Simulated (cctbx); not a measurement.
## A crystallographic session in cctbx: Cd2Mo4C

Library: cctbx 2025.11. The data are simulated by the first script.

## 1. Simulate the data

run.py:

```python
from cctbx import adptbx, crystal, miller, sgtbx, xray
from cctbx.array_family import flex
from iotbx.shelx import hklf
from scitbx import matrix
import scitbx.random

cs = crystal.symmetry(unit_cell=(12.232, 12.232, 12.232, 90, 90, 90), space_group_symbol='Hall: F 4d 2 3 -1d')  # Fd-3m
atoms = [  # label, site, U (iso, or U11 U22 U33 U12 U13 U23 in A^2), occupancy
    ("Cd1", (0.1689, 0.3311, 0.1689), 0.0114, 1),
    ("Mo1", (0.25, 0.75, 0.0618), 0.0149, 1),
    ("Mo2", (0.125, 0.125, 0.125), 0.0128, 1),
    ("C1", (0.125, 0.625, 0.125), 0.0263, 1),
]
xs = xray.structure(crystal_symmetry=cs)
for label, site, u, occ in atoms:
    u = adptbx.u_cif_as_u_star(cs.unit_cell(), u) if isinstance(u, tuple) else u
    xs.add_scatterer(xray.scatterer(label, site=site, u=u, occupancy=occ))
xs.set_inelastic_form_factors(0.71073, "sasaki")
xs.show_summary()
p1 = xs.expand_to_p1()
ms = miller.build_set(p1, anomalous_flag=True, d_min=0.65)
flex.set_random_seed(924479)
scitbx.random.set_random_seed(924479)
ms = ms.select(flex.random_double(ms.size()) < 0.95)
i = ms.structure_factors_from_scatterers(p1, algorithm="direct").f_calc().as_intensity_array().data()
i = i / flex.sqrt(1 + 0.3 * i / flex.max(i))  # extinction
i = i * 70000 / flex.max(i)
sig = flex.sqrt(i + flex.pow2(0.06 * i) + 2 ** 2)
noise = scitbx.random.variate(scitbx.random.normal_distribution())(i.size())
data = ms.array(data=i + sig * noise, sigmas=sig).set_observation_type_xray_intensity()
with open("data.hkl", "w") as f:
    data.export_as_shelx_hklf(f)
print("reflections written:", data.size(), " <I/sigma> = %.1f" % flex.mean(data.data() / data.sigmas()))
for h, a, b in list(data.sort("data"))[:12]:
    print("%4d%4d%4d %9.1f %7.1f" % (h + (a, b)))
```

```console
$ python run.py
```

```text
Number of scatterers: 4
At special positions: 4
Unit cell: (12.232, 12.232, 12.232, 90, 90, 90)
Space group: F d -3 m :1 (No. 227)
reflections written: 26544  <I/sigma> = 2.9
   0   6   6   75950.5  4208.3
  -6   0   6   75481.3  4208.3
  -6  -6   0   74504.1  4208.3
   6   0  -6   74461.0  4208.3
   6  -6   0   71301.3  4208.3
   0   6  -6   71008.0  4208.3
   6   6   0   68351.5  4208.3
   6   0   6   67808.5  4208.3
   0  -6  -6   67337.2  4208.3
   0  -6   6   66652.2  4208.3
  -3  -3   3   60444.8  3496.6
  -3  -3  -3   60267.1  3496.6
```

It took 0.41 s on 1 thread of Arm Neoverse V2, on a shared host, peak memory 0.08 GiB.

## 2. Refinement (right model, isotropic)

run.py:

```python
import math
from cctbx import adptbx, crystal, maptbx, sgtbx, xray
from cctbx.array_family import flex
from cctbx.xray import observations
from iotbx.shelx import hklf
from scitbx.lstbx import normal_eqns_solving
from smtbx import absolute_structure, utils
from smtbx.refinement import constraints, least_squares

cs = crystal.symmetry(unit_cell=(12.232, 12.232, 12.232, 90, 90, 90), space_group_symbol='Hall: F 4d 2 3 -1d')  # Fd-3m
atoms = [  # label, site, U (iso, or U11 U22 U33 U12 U13 U23 in A^2), occupancy
    ("Cd1", (0.1683, 0.3317, 0.1683), 0.0200, 1),
    ("Mo1", (0.25, 0.75, 0.0613), 0.0200, 1),
    ("Mo2", (0.125, 0.125, 0.125), 0.0200, 1),
    ("C1", (0.125, 0.625, 0.125), 0.0200, 1),
]
xs = xray.structure(crystal_symmetry=cs)
for label, site, u, occ in atoms:
    u = adptbx.u_cif_as_u_star(cs.unit_cell(), u) if isinstance(u, tuple) else u
    xs.add_scatterer(xray.scatterer(label, site=site, u=u, occupancy=occ))
xs.set_inelastic_form_factors(0.71073, "sasaki")
raw = hklf.reader(file_name="data.hkl").as_miller_arrays(crystal_symmetry=cs, anomalous=True)[0]
merged = raw.eliminate_sys_absent().merge_equivalents()
fo2 = merged.array().set_observation_type_xray_intensity()
print("Rint %.3f, %d unique reflections to %.2f A" % (merged.r_int(), fo2.size(), fo2.d_min()))
for sc in xs.scatterers():
    sc.flags.set_grad_site(True)
    sc.flags.set_grad_u_aniso(sc.flags.use_u_aniso())
    sc.flags.set_grad_u_iso(sc.flags.use_u_iso())
obs = fo2.as_xray_observations()
extra = {}
rep = constraints.reparametrisation(xs, [], utils.connectivity_table(xs), **extra)
ls = least_squares.crystallographic_ls(obs, rep, weighting_scheme=least_squares.mainstream_shelx_weighting(a=0, b=0))
print("cycle     R1     wR2    GooF  max shift (A)")
for cycle in range(8):
    ls.build_up()
    r1, wr2, goof = ls.r1_factor(cutoff_factor=2)[0], ls.wR2(), ls.goof()
    old = xs.sites_cart()
    normal_eqns_solving.levenberg_marquardt_iterations(ls, n_max_iterations=3, tau=1e-06, step_threshold=1e-7)
    big = flex.max((xs.sites_cart() - old).norms())
    print("%4d %7.4f %7.4f %7.3f %9.5f" % (cycle + 1, r1, wr2, goof, big))
    ls.build_up(objective_only=True)
    if abs(ls.wR2() - wr2) < 5e-5 and big < 5e-4:
        break
ls.build_up()
print("final R1 %.4f wR2 %.4f GooF %.3f  parameters %d  data/parameter %.1f" % (ls.r1_factor(cutoff_factor=2)[0], ls.wR2(), ls.goof(), ls.n_parameters, fo2.size() / ls.n_parameters))
cov = ls.covariance_matrix_and_annotations()
su = dict(zip(cov.annotations, (math.sqrt(max(v, 0)) for v in cov.matrix.matrix_packed_u_diagonal())))
a2 = cs.unit_cell().reciprocal_parameters()[0] ** -2
print("atom        x        y        z      Ueq    occ   su(xyz)  su(Uiso or U11)")
for sc in xs.scatterers():
    s = max(su.get(sc.label + k, 0) for k in (".x", ".y", ".z"))
    npd = "" if sc.is_positive_definite_u(cs.unit_cell()) else "  NPD"
    print("%-5s %8.5f %8.5f %8.5f %8.4f %6.3f %8.5f %7.4f%s" % ((sc.label,) + sc.site + (sc.u_iso_or_equiv(cs.unit_cell()), sc.occupancy, s, su.get(sc.label + ".uiso", su.get(sc.label + ".u11", 0) * a2), npd)))
fo = fo2.f_sq_as_f()
fc = fo.structure_factors_from_scatterers(xs, algorithm="direct").f_calc()
diff = fo.f_obs_minus_f_calc(1 / math.sqrt(ls.scale_factor()), fc).average_bijvoet_mates()
m = diff.fft_map(symmetry_flags=maptbx.use_space_group_symmetry, resolution_factor=0.25).apply_volume_scaling()
print("difference map: max %.2f min %.2f rms %.2f" % (m.statistics().max(), m.statistics().min(), m.statistics().sigma()))
peaks = m.peak_search(parameters=maptbx.peak_search_parameters(min_distance_sym_equiv=0.6, max_clusters=6)).all()
near = xs.closest_distances(peaks.sites(), distance_cutoff=4)
sps = cs.special_position_settings(min_distance_sym_equiv=0.5)
for k, (x, h) in enumerate(zip(peaks.sites(), peaks.heights())):
    ss = sps.site_symmetry(x)
    print("Q%-3d %7.4f %7.4f %7.4f %4d %7.2f  %.2f A from %s" % ((k + 1,) + tuple(t % 1 for t in ss.exact_site()) + (ss.multiplicity(), h, near.smallest_distances[k], xs.scatterers()[near.i_seqs[k]].label)))
```

```console
$ python run.py
```

```text
Rint 0.047, 198 unique reflections to 0.65 A
cycle     R1     wR2    GooF  max shift (A)
   1  0.0999  0.2750  20.066   0.01281
   2  0.0116  0.0181   1.318   0.00000
final R1 0.0116 wR2 0.0181 GooF 1.318  parameters 6  data/parameter 33.0
atom        x        y        z      Ueq    occ   su(xyz)  su(Uiso or U11)
Cd1    0.16890  0.33110  0.16890   0.0111  1.000  0.00001  0.0001
Mo1    0.25000  0.75000  0.06179   0.0146  1.000  0.00001  0.0001
Mo2    0.12500  0.12500  0.12500   0.0125  1.000  0.00000  0.0001
C1     0.12500  0.62500  0.12500   0.0260  1.000  0.00000  0.0006
difference map: max 0.59 min -1.91 rms 0.27
Q1    0.0406  0.1168  0.3832   96    0.60  1.75 A from Mo1
Q2    0.0484  0.0484  0.8325   96    0.48  1.20 A from Cd1
Q3    0.0235  0.2072  0.2072   96    0.41  1.28 A from Mo1
Q4    0.0000  0.0000  0.0000    8    0.41  1.72 A from Cd1
Q5    0.0073  0.1001  0.6816  192    0.36  1.23 A from Mo1
Q6    0.0391  0.0391  0.0391   32    0.35  1.64 A from Cd1
```

Time: 0.46 s.

## 3. Refinement (right model, anisotropic)

run.py, as its changes from the last script of this kind:

```diff
@@ -12,4 +12,4 @@
-    ("Cd1", (0.1683, 0.3317, 0.1683), 0.0200, 1),
-    ("Mo1", (0.25, 0.75, 0.0613), 0.0200, 1),
-    ("Mo2", (0.125, 0.125, 0.125), 0.0200, 1),
-    ("C1", (0.125, 0.625, 0.125), 0.0200, 1),
+    ("Cd1", (0.1689, 0.3311, 0.1689), 0.0111, 1),
+    ("Mo1", (0.25, 0.75, 0.06179), 0.0146, 1),
+    ("Mo2", (0.125, 0.125, 0.125), 0.0125, 1),
+    ("C1", (0.125, 0.625, 0.125), 0.0260, 1),
@@ -21,0 +22 @@
+xs.convert_to_anisotropic()
```

```console
$ python run.py
```

```text
Rint 0.047, 198 unique reflections to 0.65 A
cycle     R1     wR2    GooF  max shift (A)
   1  0.0116  0.0182   1.347   0.00008
   2  0.0116  0.0179   1.327   0.00000
final R1 0.0116 wR2 0.0179 GooF 1.327  parameters 11  data/parameter 18.0
atom        x        y        z      Ueq    occ   su(xyz)  su(Uiso or U11)
Cd1    0.16890  0.33110  0.16890   0.0111  1.000  0.00001  0.0001
Mo1    0.25000  0.75000  0.06180   0.0146  1.000  0.00001  0.0001
Mo2    0.12500  0.12500  0.12500   0.0125  1.000  0.00000  0.0001
C1     0.12500  0.62500  0.12500   0.0260  1.000  0.00000  0.0007
difference map: max 0.59 min -1.94 rms 0.27
Q1    0.0403  0.1168  0.3832   96    0.61  1.75 A from Mo1
Q2    0.0486  0.0486  0.8323   96    0.48  1.20 A from Cd1
Q3    0.0000  0.0000  0.0000    8    0.41  1.72 A from Cd1
Q4    0.0235  0.2072  0.2072   96    0.41  1.28 A from Mo1
Q5    0.0072  0.1007  0.6820  192    0.37  1.24 A from Mo1
Q6    0.0115  0.1003  0.1003   96    0.35  1.18 A from Cd1
```

Time: 0.43 s.

## 4. Refinement

run.py, as its changes from the last script of this kind:

```diff
@@ -14 +14 @@
-    ("Mo2", (0.125, 0.125, 0.125), 0.0125, 1),
+    ("Se1", (0.125, 0.125, 0.125), 0.0125, 1),
@@ -36 +36 @@
-for cycle in range(8):
+for cycle in range(12):
```

```console
$ python run.py
```

```text
Rint 0.047, 198 unique reflections to 0.65 A
cycle     R1     wR2    GooF  max shift (A)
   1  0.0605  0.2229  16.481   0.00022
   2  0.0245  0.0982   7.259   0.00001
final R1 0.0245 wR2 0.0982 GooF 7.259  parameters 11  data/parameter 18.0
atom        x        y        z      Ueq    occ   su(xyz)  su(Uiso or U11)
Cd1    0.16890  0.33110  0.16890   0.0109  1.000  0.00003  0.0003
Mo1    0.25000  0.75000  0.06181   0.0144  1.000  0.00007  0.0003
Se1    0.12500  0.12500  0.12500   0.0066  1.000  0.00000  0.0003
C1     0.12500  0.62500  0.12500   0.0254  1.000  0.00000  0.0035
difference map: max 4.76 min -1.34 rms 0.42
Q1    0.1250  0.1250  0.1250   16    4.77  0.00 A from Se1
Q2    0.0000  0.0000  0.0000    8    0.65  1.72 A from Cd1
Q3    0.0176  0.2058  0.2058   96    0.49  1.24 A from Mo1
Q4    0.0374  0.1167  0.3833   96    0.44  1.74 A from Mo1
Q5    0.0063  0.1036  0.3009  192    0.42  1.28 A from Mo1
Q6    0.0382  0.0382  0.0382   32    0.41  1.64 A from Cd1
```

Time: 0.47 s.

This run holds a fault made on purpose: wrong element: Se1 is Mo.

## 5. Refinement

run.py, as its changes from the last script of this kind:

```diff
@@ -14 +14 @@
-    ("Se1", (0.125, 0.125, 0.125), 0.0125, 1),
+    ("Mo2", (0.125, 0.125, 0.125), 0.0125, 1),
@@ -24 +24 @@
-merged = raw.eliminate_sys_absent().merge_equivalents()
+merged = raw.eliminate_sys_absent().resolution_filter(d_min=2).merge_equivalents()
```

```console
$ python run.py
```

```text
Rint 0.043, 12 unique reflections to 2.04 A
cycle     R1     wR2    GooF  max shift (A)
   1  0.0215  0.0374   7.988   0.00000
final R1 0.0215 wR2 0.0374 GooF 7.988  parameters 11  data/parameter 1.1
atom        x        y        z      Ueq    occ   su(xyz)  su(Uiso or U11)
Cd1    0.16890  0.33110  0.16890   0.0111  1.000  0.00209  0.0798
Mo1    0.25000  0.75000  0.06179   0.0146  1.000  0.00381  0.0345
Mo2    0.12500  0.12500  0.12500   0.0125  1.000  0.00000  0.0792
C1     0.12500  0.62500  0.12500   0.0260  1.000  0.00000  0.1652
difference map: max 0.42 min -0.50 rms 0.15
Q1    0.0791  0.0791  0.4209   32    0.45  1.90 A from Cd1
Q2    0.0000  0.0000  0.1610   48    0.32  1.71 A from Cd1
Q3    0.0000  0.0000  0.0000    8    0.26  1.72 A from Cd1
```

It took 0.36 s on 1 thread of Arm Neoverse V2, on a shared host, peak memory 0.09 GiB.

This run holds a fault made on purpose: data cut at low resolution.

[Logs are printed without paths, hosts, clocks, repeated set-up lines and the standing remarks that a program may print on its own settings, such as how far it seeks lower states.]
